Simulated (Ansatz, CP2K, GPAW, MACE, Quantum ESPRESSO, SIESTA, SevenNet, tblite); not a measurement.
# GPAW runs on random rock-salt alloy of CaS and PbS (64 atoms)

Aim: run random rock-salt alloy of CaS and PbS (64 atoms) in GPAW and see how near its forces come to a plane-wave reference, and at what cost.

Main program and level: GPAW 26.7.0; the method is named at each step.

## (1) The structure

The cell holds 64 atoms: 20 Pb, 32 S and 12 Ca. Cell: a = 11.688 Å, b = 11.688 Å, c = 11.688 Å, α = 90.0°, β = 90.0°, γ = 90.0°. It derives from CaS (rock-salt), repeated 2×2×2. Rock-salt CaS, 2 x 2 x 2 conventional cells, 20 of 32 Ca sites given to Pb at random (x = 0.625), lattice by Vegard's rule (a = 5.844 Å); not relaxed, displaced by a Gaussian of 0.02 Å. Then every atom was moved at random, 0.05 Å r.m.s. a Cartesian component.

The yardstick, on the same geometry:

* method: Kohn-Sham DFT, PBE, PAW, plane waves (Ansatz 0.2.0); cutoff 420 eV, Γ point, fermi-dirac smearing of 0.05 eV; PAW set soft_2
* r.m.s. force component: 0.3323 eV/Å
* longest force: 1.218 eV/Å
* pressure: 3.284 GPa
* gap (highest filled to lowest empty level): 1.066 eV
* SCF cycles: 9
* time: 10 s on 8 threads of Arm Neoverse V2, shared host
* CPU time: 70 s

## (2) PBE, LCAO dzp, h 0.2 Å

Method: Kohn-Sham DFT, PBE, PAW, atomic orbitals (dzp).

The input, run.py:

```python
import numpy as np
from ase.io import read
from gpaw import GPAW, FermiDirac

atoms = read("structure.xyz")
atoms.calc = GPAW(
    mode="lcao",
    basis="dzp",
    h=0.2,
    xc="PBE",
    kpts={"size": (1, 1, 1), "gamma": True},
    occupations=FermiDirac(0.05),
    maxiter=200,
    symmetry={"point_group": False},
    txt="gpaw.txt",
)
energy = atoms.get_potential_energy(force_consistent=True)
forces = atoms.get_forces()
print(f"energy {energy:.6f} eV")
print("forces (eV/A)")
for i, (a, f) in enumerate(zip(atoms, forces)):
    print(f"{i:4d} {a.symbol:2s} {f[0]:10.5f} {f[1]:10.5f} {f[2]:10.5f}")
print(f"Fermi level {atoms.calc.get_fermi_level():.4f} eV")
for k in range(len(atoms.calc.get_ibz_k_points())):
    for s in range(atoms.calc.get_number_of_spins()):
        e = atoms.calc.get_eigenvalues(kpt=k, spin=s)
        n = np.searchsorted(e, atoms.calc.get_fermi_level())
        print(f"k {k} spin {s} levels about the Fermi level:", np.round(e[max(n - 6, 0):n], 4).tolist(), "|", np.round(e[n:n + 6], 4).tolist())
```

The input, structure.xyz:

```xyz
64
Lattice="11.68760 0.00000 0.00000 0.00000 11.68760 0.00000 0.00000 0.00000 11.68760" Properties=species:S:1:pos:R:3 pbc="T T T"
Pb 0.05891 0.04336 11.67895
S 2.95556 0.02571 11.65137
Pb 11.65289 2.84172 2.89011
S 2.94387 2.90858 2.79345
Ca 2.86428 11.61362 3.01563
S 11.66481 0.01578 2.87912
Ca 2.90706 2.94294 11.66107
S 0.05294 2.92108 11.68550
Pb 0.01543 0.04850 5.81026
S 2.88485 11.61736 5.86460
Ca 11.65289 2.85142 8.83816
S 2.90671 2.93815 8.74069
Ca 2.98583 0.06358 8.74361
S 11.68690 11.66481 8.72900
Pb 2.94563 2.94037 5.82861
S 0.02466 2.93733 5.80102
Pb 0.02770 5.82849 11.64716
S 2.93172 5.83141 11.57739
Pb 11.67428 8.74910 2.96456
S 2.91161 8.71404 2.87877
Ca 2.90974 5.85525 2.95860
S 0.06884 5.86858 2.93359
Pb 2.93464 8.80345 11.66680
S 11.64459 8.77891 11.67346
Pb 11.62460 5.89113 5.76654
S 2.92178 5.78641 5.82159
Pb 11.59585 8.75004 8.77412
S 2.85785 8.84997 8.86353
Pb 2.96386 5.73405 8.79118
S 11.62238 5.80535 8.74957
Ca 3.01727 8.84366 5.85373
S 0.03740 8.70609 5.81844
Ca 5.92713 0.01905 0.03004
S 8.70831 11.64810 11.67731
Pb 5.83328 2.85493 2.92938
S 8.66998 2.93078 2.82653
Pb 8.71813 0.03892 2.97543
S 5.81259 0.04710 2.84874
Pb 8.68821 3.01049 11.67404
S 5.80804 2.95626 11.67206
Ca 5.88097 11.67895 5.83655
S 8.75273 11.61958 5.78980
Pb 5.81049 2.88532 8.78580
S 8.82554 2.93452 8.73671
Pb 8.75915 0.02045 8.81432
S 5.84240 11.62601 8.81327
Ca 8.71334 2.96409 5.79845
S 5.84590 2.92424 5.88436
Ca 5.82066 5.90715 11.66411
S 8.79784 5.91685 11.63699
Pb 5.92199 8.76617 2.91477
S 8.83127 8.76664 2.99074
Pb 8.70925 5.87232 2.86393
S 5.74960 5.82148 2.97625
Ca 8.83173 8.72701 11.64926
S 5.79483 8.89707 0.01216
[... 4 atom lines left out ...]
Pb 8.77108 5.84953 8.72269
S 5.93391 5.90165 8.63351
Pb 8.72994 8.82671 5.79506
S 5.79273 8.78615 5.90352
```

On the command line:

```bash
> OMP_NUM_THREADS=1 python run.py > output.txt
```

The program printed:

```text
energy -281.998887 eV
forces (eV/A)
   0 Pb   -0.15091   -0.31219   -0.08277
   1 S     0.28110    0.48237    0.10485
   2 Pb    0.16429    0.36449    0.17782
   3 S    -0.28411   -0.00960   -0.08830
   4 Ca    0.13138    0.23887   -0.53496
   5 S     0.25191   -0.14779    0.17048
   6 Ca    0.11982   -0.13506    0.13747
   7 S     0.27266    0.02013   -0.36479
   8 Pb   -0.14396   -0.11641    0.15084
   9 S     0.64302   -0.07575   -0.05706
  10 Ca    0.02021    0.35293   -0.42928
  11 S    -0.32355   -0.73865    0.56366
  12 Ca   -0.34854   -0.46291    0.23229
  13 S     0.27723    0.54995    0.06987
  14 Pb   -0.23999   -0.00368   -0.37443
  15 S    -0.60589   -0.25384    0.42742
  16 Pb   -0.02307    0.28215    0.00475
  17 S     0.49907   -0.49372    0.83279
  18 Pb    0.19898   -0.09426   -0.15498
  19 S     0.20597    0.20506    0.78433
  20 Ca   -0.04858   -0.13339   -0.09627
  21 S     0.05874   -0.05145   -0.25335
  22 Pb   -0.30849    0.04632    0.04556
  23 S    -0.45329   -0.09673    0.17821
[...]
56 Pb    0.07685   -0.11475   -0.39691
  57 S    -0.24574   -0.50234   -0.02011
  58 Ca   -0.57745   -0.08997    0.00716
  59 S    -0.45799    0.04375    0.24590
  60 Pb    0.24893   -0.08813   -0.17294
  61 S    -0.47129    0.29126    1.09709
  62 Pb    0.36080   -0.55853    0.39682
  63 S    -0.07323    0.54793    0.10873
Fermi level 6.5089 eV
k 0 spin 0 levels about the Fermi level: [5.3031, 5.4106, 5.5332, 5.7915, 5.8883, 5.9743] | [7.0661, 7.0772, 7.2034, 7.2505, 7.7547, 7.7958]
```

gpaw.txt:

```text
Input parameters:
  mode=LCAO(),
  basis={'default': 'dzp'},
  h=0.2,
  kpts=MonkhorstPack(size=(1, 1, 1), gamma=True),
  maxiter=200,
  occupations=Occupations(name='fermi-dirac', width=0.05, fixmagmom=False),
  symmetry=Symmetry(point_group=False),
  xc=XC(name='PBE')
Unit cell  # Å
| periodic |         x |         y |         z |   lengths |    angles |
|----------|-----------|-----------|-----------|-----------|-----------|
|      yes | 11.687600 |  0.000000 |  0.000000 | 11.687600 | 90.000000 |
|      yes |  0.000000 | 11.687600 |  0.000000 | 11.687600 | 90.000000 |
|      yes |  0.000000 |  0.000000 | 11.687600 | 11.687600 | 90.000000 |
Number of symmetries: 1
Symmetry operations  # r_c * U_cc + t_c -> r_c
|   | kind |            matrix            |
|---|------|------------------------------|
| 0 |  E   |  1, 0, 0,  0, 1, 0,  0, 0, 1 |
BZ-sampling:
  Number of BZ points: 1
  Number of IBZ points: 1
  Monkhorst-Pack size: [1, 1, 1]
  Monkhorst-Pack shift: [0, 0, 0]
[... lines left out ...]
eigensolver:
density mixing:
  MSR1-Mixer
occupation numbers:
  Fermi-Dirac:
    width: 0.0500  # eV
FastPoissonSolver using
    Stencil: 6*3+1=19 point O(h^6) finite-difference Laplacian
xc functional:
  name: PBE with 2 nearest neighbor stencil
interpolation: tri-quintic # 5. degree polynomial
Initialization done in: 10.404 s
convergence criteria:
- Maximum [total energy] change in last 3 cyles: 0.0005 eV / valence electron
- Maximum integral of absolute [dens]ity change: 0.0001 electrons / valence electron
- Maximum integral of absolute [eigenst]ate change: 4e-08 eV^2 / valence electron
maximum number of iterations: 200
SCF iterations
|iter     |      energy | eigst |  dens |
|---------|-------------|-------|-------|
|iter:   1| -291.577258 |      c|       |
|iter:   2| -288.951943 |      c| -1.27 |
|iter:   3| -282.084907 |      c| -1.31 |
|iter:   4| -282.212461 |      c| -1.79 |
|iter:   5| -282.035967c|      c| -2.07 |
|iter:   6| -282.003601c|      c| -2.27 |
|iter:   7| -281.999326c|      c| -2.89 |
|iter:   8| -281.998934c|      c| -3.43 |
|iter:   9| -281.998857c|      c| -3.78 |
|iter:  10| -281.998854c|      c| -4.10c|
Converged in 10 steps
SCF loop duration: 160.540 s (16.054 s/step)
Energy contributions relative to reference atoms: (reference = -11915063.534791)
Energy contributions:
  Kinetic:         590.338034
  Coulomb:        -550.483427
  Zero:              0.981025
  External:          0.000000
  Xc:             -322.834452
  Entropy:          -0.000067
  Spinorbit:         0.000000
  ----------------------------
  Free energy:    -281.998887
  Extrapolated:   -281.998854
dipole moment: (83.613454, -124.278213, 482.115647)  # |e|*Ang
Fermi level: 6.509
Eigenvalues  # (at kpt = [0.000, 0.000, 0.000])
| band index |      eig [eV] | occ [0-2] |
|------------|---------------|-----------|
|          0 |       -35.001 |     2.000 |
|        ... |               |           |
|        288 |         5.132 |     2.000 |
|        289 |         5.183 |     2.000 |
[...]
|        303 |         7.858 |     0.000 |
|        ... |               |           |
|        359 |        10.097 |     0.000 |
Gap: 1.092 eV
Transition (v -> c):
  (s=0, k=0, n=295, [0.00, 0.00, 0.00]) -> (s=0, k=0, n=296, [0.00, 0.00, 0.00])
No difference between direct/indirect transitions
Force computation time: 38.643  # s
timing:  # [seconds]
  Total:  209.616  # ━━━━━━━━━━━━━━━━━━━━━━━━━━━━━━━━━━━━━━━━━━━━━━━━━━━━━━━━
  Init:    10.404  # ━━━
  SCF:    160.540  # ━━━━━━━━━━━━━━━━━━━━━━━━━━━━━━━━━━━━━━━━━━━
  Forces:  38.643  # ━━━━━━━━━━╸
```

The job ended after 3.5 min (1 thread of Arm Neoverse V2, shared host; peak memory 1.9 GiB).

Banners, paths, timers and routine set-up lines are dropped from the logs unmarked, and long logs keep their key lines alone; longer cuts are marked.

Against the reference:

* r.m.s. force component: 0.3547 eV/Å
* r.m.s. difference of force components: 38.89 meV/Å
* longest difference of force vectors: 186.3 meV/Å
* force difference over r.m.s. force: 11.7 %
* slope of forces against the reference's: 1.063
* correlation of force components: 0.9958
* gap (highest filled to lowest empty level): 1.092 eV
* gap difference: 0.0259 eV

Length of the force difference by element (eV/Å):

```
element  atoms   mean   most
     Ca     12  0.035  0.063
     Pb     20  0.061   0.11
      S     32  0.068   0.19
```

Levels nearest the highest filled one (eV from it): -0.67, -0.56, -0.44, -0.18, -0.09, 0.00, 1.09, 1.10, 1.23, 1.28, 1.78, 1.82.

Local excerpt of 9 atoms (numbers count through the whole input) about Ca47, picked at random; x, y, z are measured from there.

```
atom      x      y      z  distance (Å)  bonds     Fx     Fy  Fz (eV/Å)
Ca47   0.00   0.00   0.00          0.00      6   0.31  -0.02       0.10
 S58   0.13   2.85   0.02          2.86      6  -0.25  -0.50      -0.02
 S48  -2.87  -0.04   0.09          2.87      6   0.61  -0.50      -0.34
 S44   0.11  -0.03   2.94          2.94      6   0.13  -0.06      -0.52
 S36  -0.04  -0.03  -2.97          2.97      6   0.34   0.26       0.76
 S16   3.00  -0.03   0.00          3.00      6  -0.61  -0.25       0.43
 S42   0.04  -3.03  -0.01          3.03      6  -0.42   0.93       0.21
Pb37   0.00  -2.93  -2.82          4.07      6   0.20   0.01      -0.41
Pb35  -2.88  -0.11  -2.87          4.07      6  -0.22   0.25       0.07
```

Atoms are counted from 1 here, from 0 in the log.

Forces lie 12 % from the reference's, at 3.0 times its CPU time (on 1 against 8 cores).

## (3) PBE, plane waves 550 eV

Method: Kohn-Sham DFT, PBE, PAW, plane waves.

run.py, as its differences from that of step 2:

```diff
@@ -2,3 +2,4 @@
 from ase.io import read
-from gpaw import GPAW, FermiDirac
+from gpaw import GPAW, FermiDirac, PW
+from ase.parallel import parprint as print
 
@@ -6,5 +7,3 @@
 atoms.calc = GPAW(
-    mode="lcao",
-    basis="dzp",
-    h=0.2,
+    mode=PW(550),
     xc="PBE",
@@ -14,2 +13,3 @@
     symmetry={"point_group": False},
+    nbands=350,
     txt="gpaw.txt",
@@ -22,2 +22,6 @@
     print(f"{i:4d} {a.symbol:2s} {f[0]:10.5f} {f[1]:10.5f} {f[2]:10.5f}")
+stress = -atoms.get_stress(voigt=False) * 160.21766
+print("stress (GPa, compression positive)")
+for row in stress:
+    print(" ".join(f"{x:10.4f}" for x in row))
 print(f"Fermi level {atoms.calc.get_fermi_level():.4f} eV")
```

structure.xyz is that of step 2.

On the command line:

```bash
> OMP_NUM_THREADS=1 mpirun -np 2 gpaw python run.py > output.txt
```

The program printed:

```text
energy -297.507361 eV
forces (eV/A)
   0 Pb   -0.10721   -0.27635   -0.06402
   1 S     0.18709    0.43413    0.13248
   2 Pb    0.15821    0.27604    0.16285
   3 S    -0.22708   -0.03620   -0.11224
   4 Ca    0.11579    0.22425   -0.50410
   5 S     0.23681   -0.11757    0.14591
[...]
61 S    -0.43215    0.28329    1.02756
  62 Pb    0.33388   -0.47735    0.31158
  63 S    -0.06107    0.50161    0.13566
stress (GPa, compression positive)
    2.2264    -0.0109    -0.0074
   -0.0109     3.5223     0.0173
   -0.0074     0.0173     3.8149
Fermi level 6.4580 eV
k 0 spin 0 levels about the Fermi level: [5.2888, 5.3936, 5.5182, 5.7803, 5.8758, 5.9588] | [6.9783, 6.9915, 7.1113, 7.1637, 7.6878, 7.7286]
```

gpaw.txt:

```text
Input parameters:
  mode=PW(ecut=550.0),
  kpts=MonkhorstPack(size=(1, 1, 1), gamma=True),
  maxiter=200,
  nbands=350,
  occupations=Occupations(name='fermi-dirac', width=0.05, fixmagmom=False),
[... lines left out ...]
  Converge bands: occupied
[... lines left out ...]
  Fermi-Dirac:
[... lines left out ...]
convergence criteria:
- Maximum [total energy] change in last 3 cyles: 0.0005 eV / valence electron
[... lines left out ...]
Converged in 16 steps
[... lines left out ...]
  Free energy:    -297.507361
[... lines left out ...]
Fermi level: 6.458
[... lines left out ...]
|        ... |               |           |
[...]
Gap: 1.020 eV
Transition (v -> c):
  (s=0, k=0, n=295, [0.00, 0.00, 0.00]) -> (s=0, k=0, n=296, [0.00, 0.00, 0.00])
No difference between direct/indirect transitions
Force computation time: 5.430  # s
Stress tensor  # eV/Ang^3
|         x |         y |         z |
|-----------|-----------|-----------|
[...]
|  0.000068 | -0.021985 | -0.000108 |
|  0.000046 | -0.000108 | -0.023810 |
Stress computation time: 29.299  # s
```

The job ended after 3.9 min (2 MPI ranks; peak memory 1.8 GiB; 7.8 min of CPU time).

Against the reference:

* r.m.s. force component: 0.3235 eV/Å
* r.m.s. difference of force components: 12.96 meV/Å
* longest difference of force vectors: 39.9 meV/Å
* force difference over r.m.s. force: 3.901 %
* slope of forces against the reference's: 0.9732
* correlation of force components: 0.9996
* gap (highest filled to lowest empty level): 1.02 eV
* gap difference: -0.0464 eV
* pressure: 3.188 GPa
* pressure difference: -0.0959 GPa

Against the first run (12 %), the force difference from the reference is 3.9 %, at 2.2 times the CPU time (on 2 against 1 cores) (16 SCF steps against 10).

The difference per atom is largest on S (0.030 eV/Å on average, against 0.0098 on Pb).

## (4) PBE, LCAO dzp, h 0.15 Å

Method: Kohn-Sham DFT, PBE, PAW, atomic orbitals (dzp).

run.py, as its differences from that of step 3:

```diff
@@ -2,4 +2,3 @@
 from ase.io import read
-from gpaw import GPAW, FermiDirac, PW
-from ase.parallel import parprint as print
+from gpaw import GPAW, FermiDirac
 
@@ -7,3 +6,5 @@
 atoms.calc = GPAW(
-    mode=PW(550),
+    mode="lcao",
+    basis="dzp",
+    h=0.15,
     xc="PBE",
@@ -13,3 +14,2 @@
     symmetry={"point_group": False},
-    nbands=350,
     txt="gpaw.txt",
@@ -22,6 +22,2 @@
     print(f"{i:4d} {a.symbol:2s} {f[0]:10.5f} {f[1]:10.5f} {f[2]:10.5f}")
-stress = -atoms.get_stress(voigt=False) * 160.21766
-print("stress (GPa, compression positive)")
-for row in stress:
-    print(" ".join(f"{x:10.4f}" for x in row))
 print(f"Fermi level {atoms.calc.get_fermi_level():.4f} eV")
```

structure.xyz is that of step 3.

On the command line:

```bash
> OMP_NUM_THREADS=1 python run.py > output.txt
```

The program printed:

```text
energy -283.522550 eV
forces (eV/A)
   0 Pb   -0.14096   -0.30772   -0.08098
   1 S     0.27186    0.51564    0.12964
   2 Pb    0.16218    0.35682    0.17473
   3 S    -0.24656   -0.01163   -0.11737
   4 Ca    0.12992    0.24242   -0.53394
   5 S     0.25618   -0.17656    0.16381
[...]
61 S    -0.47940    0.31111    1.12839
  62 Pb    0.35497   -0.55100    0.38784
  63 S    -0.08504    0.54229    0.17774
Fermi level 6.5090 eV
k 0 spin 0 levels about the Fermi level: [5.3031, 5.4106, 5.5333, 5.7917, 5.8886, 5.9745] | [7.066, 7.0771, 7.2034, 7.2502, 7.7549, 7.7957]
```

gpaw.txt:

```text
Input parameters:
  mode=LCAO(),
  basis={'default': 'dzp'},
  h=0.15,
  kpts=MonkhorstPack(size=(1, 1, 1), gamma=True),
  maxiter=200,
  occupations=Occupations(name='fermi-dirac', width=0.05, fixmagmom=False),
[... lines left out ...]
  Fermi-Dirac:
[... lines left out ...]
convergence criteria:
- Maximum [total energy] change in last 3 cyles: 0.0005 eV / valence electron
[... lines left out ...]
Converged in 10 steps
[... lines left out ...]
  Free energy:    -283.522550
[... lines left out ...]
Fermi level: 6.509
[... lines left out ...]
|        ... |               |           |
|        359 |        10.096 |     0.000 |
Gap: 1.091 eV
Transition (v -> c):
  (s=0, k=0, n=295, [0.00, 0.00, 0.00]) -> (s=0, k=0, n=296, [0.00, 0.00, 0.00])
No difference between direct/indirect transitions
Force computation time: 71.434  # s
timing:  # [seconds]
  Total:  377.319  # ━━━━━━━━━━━━━━━━━━━━━━━━━━━━━━━━━━━━━━━━━━━━━━━━━━━━━━━━
  Init:    15.131  # ━━
  SCF:    290.725  # ━━━━━━━━━━━━━━━━━━━━━━━━━━━━━━━━━━━━━━━━━━━
  Forces:  71.434  # ━━━━━━━━━━╸
```

The job ended after 6.3 min (1 thread; peak memory 3.5 GiB).

Against the reference:

```
r.m.s. force component                           : 0.3558 eV/Å
r.m.s. difference of force components            : 32.07 meV/Å
longest difference of force vectors              : 111.5 meV/Å
force difference over r.m.s. force               : 9.651 %
slope of forces against the reference's          : 1.069
correlation of force components                  : 0.998
gap (highest filled to lowest empty level) : 1.091 eV
gap difference                                   : 0.0256 eV
energy less the same-level run's                 : -23.81 meV/atom
r.m.s. force difference from the same-level run  : 27.3 meV/Å
```

Against the first run (12 %), the force difference from the reference is 9.7 %, at 1.8 times the CPU time: the tighter setting removes part of the difference.

[end of part 1 of 2]

[Also dropped from logs without a mark: logging warnings of Python, and SIESTA's first energy breakdown and zero terms.]

[Logs are printed without paths, hosts, clocks, repeated set-up lines and the standing remarks that a program may print on its own settings, such as how far it seeks lower states.]

[Hosts, paths, dates, database ids (printed as entryN), source tags and the programs' standing remarks are cut or masked in the printed files.]
